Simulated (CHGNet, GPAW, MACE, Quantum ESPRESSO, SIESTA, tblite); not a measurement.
# How far do other methods lie from plane waves? Random packing of P45S55 (at. %) (78 atoms)

Aim: forces, pressure of random packing of P45S55 (at. %) (78 atoms) at one geometry, from other programs and methods, against plane-wave PBE.

Results are calculated, not measured.

**1. The structure**

The cell holds 78 atoms (35 P and 43 S), with edges of 12.57, 12.57 and 12.57 Å. Recipe: 78 atoms (35 P, 43 S) packed at random in a cube at 2.06 g/cm³ and pushed apart as soft spheres; a start for melting by ab initio MD, not an equilibrated structure. Then every atom was moved at random, 0.02 Å r.m.s. a Cartesian component. The density is 2.06 g/cm³.

**2. The reference input**

Quantum ESPRESSO 7.5: Kohn-Sham DFT, PBE, SSSP efficiency 1.3.0 pseudopotentials, plane waves. Its input, pw.in:

```
&control
  calculation = 'scf'
  pseudo_dir = './pseudo'
  outdir = './tmp'
  disk_io = 'none'
  tprnfor = .true.
  tstress = .true.
/
&system
  ibrav = 0
  nat = 78
  ntyp = 2
  ecutwfc = 45
  ecutrho = 360
  nosym = .true.
  occupations = 'smearing'
  smearing = 'fd'
  degauss = 0.003675
/
&electrons
  conv_thr = 3.9e-07
  electron_maxstep = 100
  mixing_beta = 0.4
  mixing_mode = 'plain'
  diagonalization = 'david'
/
ATOMIC_SPECIES
P 30.974 P.upf
S 32.060 S.upf
CELL_PARAMETERS angstrom
12.56590 0.00000 0.00000
0.00000 12.56590 0.00000
0.00000 0.00000 12.56590
ATOMIC_POSITIONS crystal
P 0.71931 0.40756 0.93544
P 0.94526 0.47719 0.85237
P 0.20656 0.12827 0.72252
P 0.14501 0.85225 0.53767
[... 72 atom lines left out ...]
S 0.43896 0.79086 0.23114
S 0.41628 0.83382 0.76762
K_POINTS gamma
```

```console
$ OMP_NUM_THREADS=1 mpirun -np 4 pw.x -in pw.in > output.txt
```

The job ended after 9.5 min (4 MPI ranks of Arm Neoverse V2, shared host; peak memory 5 GiB).

It converged with an r.m.s. force component of 0.90 eV/Å and a pressure of -9.8 GPa.

**3. What was run beside it**

- CHGNet: machine-learned potential, published weights.
- GPAW 26.7.0: PAW with atomic orbitals (LCAO), plane waves or a real-space grid of spacing h.
- MACE: machine-learned potential, published weights.
- SIESTA 5.4.2: numerical atomic orbitals, whose automatically made sets are far from complete, with PseudoDojo norm-conserving potentials that we converted to its format (checked against plane waves on the same files for H, C, O, Si, Ge and Ca alone); labels give functional, basis size, energy shift and mesh cutoff.
- tblite 0.8.0: extended tight binding, driven from Python.

All use the same cell and atoms, and the electronic-structure runs the same k-mesh.

**4. Side by side**

Differences are against the reference: forces as r.m.s. over components, share as that over the reference's r.m.s. force, slope as the fitted ratio of a run's forces to the reference's.

```tsv
run	Δ force, r.m.s. (meV/Å)	share (%)	slope	Δ pressure (GPa)	cores	CPU time	memory (GiB)
reference	-	-	-	-	4	38 min	5.0
CHGNet r2SCAN potential	521	57.9	1.026	-0.179	1	3 s	0.64
GPAW PBE, LCAO dzp, h 0.2 Å	108	12.0	0.925	-	1	2.7 min	1.4
GPAW PBE, LCAO dzp, h 0.2 Å, other mixer settings	109	12.1	0.925	-	1	3.8 min	1.3
GPAW PBE, LCAO dzp, h 0.28 Å (coarse)	116	12.9	0.922	-	1	97 s	0.58
GPAW PBE, LCAO szp(dzp), h 0.2 Å (coarse)	296	32.9	0.778	-	1	2.1 min	1.4
GPAW PBE, grid h 0.2 Å	25.4	2.82	0.997	-	4	28 min	3.5
MACE MP-0b2 small potential	457	50.7	0.784	3.53	1	5.9 s	0.67
MACE MP-0b3 medium potential	311	34.5	0.943	0.558	1	7.3 s	0.84
SIESTA PBE, DZ, shift 0.01 Ry, mesh 300 Ry (coarse)	758	84.1	0.430	5.04	1	2.5 min	0.82
SIESTA PBE, DZP, shift 0.01 Ry, mesh 300 Ry	132	14.6	0.897	-1.03	2	5.1 min	1.5
SIESTA PBE, DZP, shift 0.04 Ry, mesh 300 Ry (coarse)	268	29.7	1.113	-14.1	1	3.2 min	0.91
SIESTA PBE, SZP, shift 0.01 Ry, mesh 300 Ry (coarse)	358	39.7	0.722	-0.348	1	4.4 min	1.1
SIESTA optB88-vdW, PBE potentials, DZP, shift 0.01 Ry, mesh 300 Ry	257	28.5	0.785	-0.354	2	24 min	2.5
tblite GFN1-xTB	571	63.3	1.467	-11.6	1	9.5 s	0.16
tblite GFN2-xTB	334	37.0	1.249	-3.16	1	13 s	0.16
```

Rows marked coarse were listed beforehand as settings not expected to be converged; some can still land near the reference.

Times of the machine-learned potentials are mostly Python's start and the loading of weights.

CPU time is summed over cores on shared hosts, so it is rough.

**5. Findings**

Forces lie from 2.8 % (GPAW PBE, grid h 0.2 Å) to 84 % (SIESTA PBE, DZ, shift 0.01 Ry, mesh 300 Ry, coarse) of the reference's r.m.s. force of 0.90 eV/Å away from it. Other PBE runs on plane waves or a grid: GPAW PBE, grid h 0.2 Å 2.8 % of the r.m.s. force; the reference has errors of its own, so differences under a few per cent don't tell which side is nearer the exact PBE result. The PBE runs in local orbitals, coarse settings apart, differ by 12 % (GPAW PBE, LCAO dzp, h 0.2 Å) to 15 % (SIESTA PBE, DZP, shift 0.01 Ry, mesh 300 Ry); basis, grid and potentials can all enter. Tight binding differs by 37 % (tblite GFN2-xTB) to 63 % (tblite GFN1-xTB); it is another model, with fitted parameters of its own, and the xTB methods hold dispersion.

Machine-learned potentials differ by 35 % (MACE MP-0b3 medium potential) to 58 % (CHGNet r2SCAN potential); they were trained on other programs' data, some at another functional. Among those trained on PBE data the slope goes as low as 0.78, with a correlation of 0.86, so directions differ as well as sizes. Rows with another functional or a dispersion term differ by 29 % (SIESTA optB88-vdW, PBE potentials, DZP, shift 0.01 Ry, mesh 300 Ry), which mixes the change of model with differences of basis and potentials, some of them made for another functional. Runs with settings chosen to be coarse differ by 13 % (GPAW PBE, LCAO dzp, h 0.28 Å) to 84 % (SIESTA PBE, DZ, shift 0.01 Ry, mesh 300 Ry), their programs' other errors included. SIESTA PBE, DZP, shift 0.04 Ry, mesh 300 Ry stiffens the forces by a factor of 1.11 while following their directions (correlation 0.971). From GPAW PBE, LCAO dzp, h 0.28 Å to the finer GPAW PBE, LCAO dzp, h 0.2 Å, other mixer settings the share goes from 12.9 to 12.1 %, so the grid isn't what parts these runs from the reference. Pressures at PBE, coarse settings apart, lie -1.03 GPa from the reference's.

**Limits.** Periodic xTB results under one method name differ between programs and library versions. The reference's pressure holds the uncorrected Pulay stress of its 45 Ry basis, so small pressure differences may be the reference's own error. The electron count is odd in these runs, and they have no spin polarisation, so the unpaired electron is spread evenly over both spins. Machine-learned potentials mimic data converged in k, so the reference's own k-point error enters their differences. The electron count is odd and the run has no spin polarisation, so levels at the top are partly filled by construction. The electronic-structure runs sample only Γ, in a cell whose shortest periodic width is 13 Å, which is coarse for a cell with partly filled levels. The reference's pressure of -9.8 GPa reflects the volume that the recipe set, positions that aren't this level's minimum and the basis. Where levels are smeared, the DFT runs use Fermi–Dirac occupations at 580 K (0.05 eV), and energies are free energies. The atoms were displaced at random, and shares hang on the size of the forces that this gives. The reference's cutoffs and mesh weren't converged further here.

[Logs are printed without paths, hosts, clocks, repeated set-up lines and the standing remarks that a program may print on its own settings, such as how far it seeks lower states.]

[Hosts, paths, dates, database ids (printed as entryN), source tags and the programs' standing remarks are cut or masked in the printed files.]

[Cells were taken only where this reference lay near another plane-wave run.]
